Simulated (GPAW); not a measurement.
**CsGeBr3 (Pm-3m): G0W0 on several meshes in GPAW**

Wanted: mesh dependence and cost of G0W0 for CsGeBr3 (Pm-3m).

Program: GPAW 26.7.0. Level of theory: LDA and many-body steps on it, plane waves. Results are calculated unless marked as measured.

This is a report of a sequence of runs, with most program output left out.

**1. Set-up**

Symmetry: Pm-3m, No. 221, cubic system. The conventional cell has a = 5.533 Å, b = 5.533 Å, c = 5.533 Å, α = 90.00°, β = 90.00°, γ = 90.00°. Nearest to Cs lie 12 Br at 3.91 Å. Nearest to Ge lie 6 Br at 2.77 Å. Nearest to Br lie 2 Ge at 2.77 Å and 4 Cs at 3.91 Å. Farther neighbours and most contacts between anions are not listed.

As a file:

```
Cs Ge Br
1.0
     5.53333    0.00000    0.00000
     0.00000    5.53333    0.00000
     0.00000    0.00000    5.53333
Cs Ge Br
1 1 3
Direct
  0.00000 0.00000 0.00000
  0.50000 0.50000 0.50000
  0.50000 0.50000 0.00000
  0.50000 0.00000 0.50000
  0.00000 0.50000 0.50000
```

The cell and positions are those that the Materials Project relaxed with its own functionals (PBE, PBE+U or r2SCAN), kept fixed. Spin-orbit coupling is left out unless a step names it.

**2. Empty states on the mesh, 2×2×2 mesh, 580 bands**

This step: GPAW 26.7.0; DFT, LDA, plane waves, PAW.

The sums over transitions need many empty states on a uniform mesh; this step solves for them.

Input file run.py:

```python
import json
import numpy as np
from gpaw.mpi import world
from gpaw import GPAW

calc = GPAW('gs.gpw').fixed_density(kpts={'size': (2, 2, 2), 'gamma': True},
    parallel={'domain': 1, 'band': 1},
    txt='nscf.txt')
calc.diagonalize_full_hamiltonian(nbands=580)
calc.write('full.gpw', mode='all')
res = {}
kpts = calc.get_ibz_k_points()
res['kpts'] = kpts
res['eigenvalues'] = [calc.get_eigenvalues(kpt=k) for k in range(len(kpts))]
res['n_electrons'] = calc.get_number_of_electrons()

if world.rank == 0:
    with open('result.json', 'w') as f:
        json.dump(res, f, default=lambda x: x.tolist())
```

On the command line:

```sh
$ mpirun -n 4 gpaw python run.py
```

Wall time 46 s (4 MPI ranks of Arm Neoverse V2, shared host); peak memory 4.1 GiB; 3.1 min of CPU time.

This step gave:

```yaml
gap: 0.5184 eV
k_of_the_valence_top: 0.5, 0.5, 0.5
k_of_the_conduction_bottom: 0.5, 0.5, 0.5
least_direct_gap: 0.5184 eV
k_points_computed: 4
lowest_point_of_the_top_converged_band_above_the_valence_top: 121.2126 eV
```

On this mesh the gap is 0.518 eV.

**3. 2×2×2**

G0W0 replaces the xc potential by the self-energy, built once from these orbitals. Only a window of levels is corrected, while the sums run over the empty bands that the input names.

This step: G0W0 on LDA, plane waves, PAW.

Input file run.py:

```python
import json
import numpy as np
from gpaw.mpi import world
from gpaw.response.g0w0 import G0W0

gw = G0W0('full.gpw',
    filename='gw',
    kpts=[0, 3],
    bands=(15, 19),
    ecut=39,
    nbands=93,
    integrate_gamma='WS',
    ppa=True)
gw.calculate()
res = {mode: {k: v for k, v in r.items() if k != 'sigma_eskwn'}
       for mode, r in gw.all_results.items()}

if world.rank == 0:
    with open('result.json', 'w') as f:
        json.dump(res, f, default=lambda x: x.tolist())
```

On the command line:

```sh
$ mpirun -n 4 gpaw python run.py
```

Elapsed: 7.7 s, on 4 MPI ranks; peak memory 1.4 GiB; 30 s of CPU time.

Numbers from this step:

```yaml
g0w0_gap_on_the_points_computed: 1.126 eV
least_direct_g0w0_gap_on_the_computed_points: 1.126 eV
z_at_the_valence_top: 0.7943
z_at_the_conduction_bottom: 0.7972
starting_gap_on_the_mesh: 0.5184 eV
k_of_the_valence_top: 0.5, 0.5, 0.5
k_of_the_conduction_bottom: 0.5, 0.5, 0.5
```

The gap on the mesh goes from 0.52 eV to 1.13 eV, a correction of +0.61 eV.

**4. Empty states on the mesh, 4×4×4 mesh, 103 bands**

This step: DFT, LDA, plane waves, PAW.

Input file run.py:

```python
import json
import numpy as np
from gpaw.mpi import world
from gpaw import GPAW

calc = GPAW('gs.gpw').fixed_density(kpts={'size': (4, 4, 4), 'gamma': True},
    nbands=120,
    convergence={'bands': 103},
    txt='nscf.txt')
calc.write('full.gpw', mode='all')
res = {}
kpts = calc.get_ibz_k_points()
res['kpts'] = kpts
res['eigenvalues'] = [calc.get_eigenvalues(kpt=k) for k in range(len(kpts))]
res['n_electrons'] = calc.get_number_of_electrons()

if world.rank == 0:
    with open('result.json', 'w') as f:
        json.dump(res, f, default=lambda x: x.tolist())
```

On the command line:

```sh
$ mpirun -n 4 gpaw python run.py
```

Elapsed: 26 s, on 4 MPI ranks; peak memory 0.78 GiB.

Numbers from this step:

```
gap                                                           : 0.5184 eV
k of the valence top                                          : 0.5, 0.5, 0.5
k of the conduction bottom                                    : 0.5, 0.5, 0.5
least direct gap                                              : 0.5184 eV
k points computed                                             : 10
lowest point of the top converged band, above the valence top : 30.63 eV
```

On this mesh the gap is 0.518 eV.

**5. 4×4×4**

This step: G0W0 on LDA, plane waves, PAW.

Input file run.py:

```python
import json
import numpy as np
from gpaw.mpi import world
from gpaw.response.g0w0 import G0W0

gw = G0W0('full.gpw',
    filename='gw',
    kpts=[0, 9],
    bands=(15, 19),
    ecut=39,
    nbands=93,
    integrate_gamma='WS',
    ppa=True)
gw.calculate()
res = {mode: {k: v for k, v in r.items() if k != 'sigma_eskwn'}
       for mode, r in gw.all_results.items()}

if world.rank == 0:
    with open('result.json', 'w') as f:
        json.dump(res, f, default=lambda x: x.tolist())
```

On the command line:

```sh
$ mpirun -n 4 gpaw python run.py
```

Elapsed: 37 s, on 4 MPI ranks; peak memory 1.6 GiB; 2.5 min of CPU time.

This step gave:

| Property | Result |
| --- | --- |
| G0W0 gap on the points computed | 0.8468 eV |
| least direct G0W0 gap on the computed points | 0.8468 eV |
| Z at the valence top | 0.7961 |
| Z at the conduction bottom | 0.7975 |
| starting gap on the mesh | 0.5184 eV |
| k of the valence top | 0.5, 0.5, 0.5 |
| k of the conduction bottom | 0.5, 0.5, 0.5 |

Against G0W0 in GPAW (2×2×2 mesh, 93 bands, screening to 39 eV, Godby-Needs plasmon pole), the gap moves by −0.279 eV.

**6. The runs together**

Times are wall times on 4 MPI ranks of Arm Neoverse V2, shared host, good to a factor of about two.

```tsv
run	mesh	bands	screening cutoff (eV)	DFT gap (eV)	gap on the mesh (eV)	direct (eV)	time
2×2×2	2×2×2	93	39	0.518	1.126	1.126	7.7 s
4×4×4	4×4×4	93	39	0.518	0.847	0.847	37 s
```

**7. Summary of results**

```
2×2×2        : 1.126 eV
4×4×4        : 0.847 eV
known limits : not at the basis limit; no spin-orbit coupling; coarse k mesh
```

In words: 4×4×4: −0.279 eV against 2×2×2. Bands and cutoff are finite, so the gap is not at the basis limit. The miss can reach some tenths of an eV and take either sign; the mesh is an error of its own. These stock PAW sets were not made for GW; the filled d or f shell of Br and Ge lies in the frozen core, which bears on start and correction. In the G0W0 runs levels were corrected at 2 k points alone, so a gap called «on the mesh» is the least over those, and an edge elsewhere would be missed. The 2×2×2 mesh is coarse for this cell, which bears on the long-range parts of exchange and screening. Mesh or cutoff lie under what a gap needs, so these runs test behaviour and cost; their gaps are not to be quoted. This is the ideal cubic cell; many perovskites, halides above all, are cubic only on average, and local tilts or off-centring can widen the gap. The many-body steps are scalar-relativistic: spin-orbit coupling is not in them.

[Paths, hosts, dates, memory and timing lines, banners, echoed tables and standing remarks are left out of the program output.]

[Logs are printed without paths, hosts, clocks, repeated set-up lines and the standing remarks that a program may print on its own settings, such as how far it seeks lower states.]

[Runs of the session that timed out or met a known fault of the program may be left out.]

[Hosts, paths, dates, database ids (printed as entryN), source tags and the programs' standing remarks are cut or masked in the printed files.]
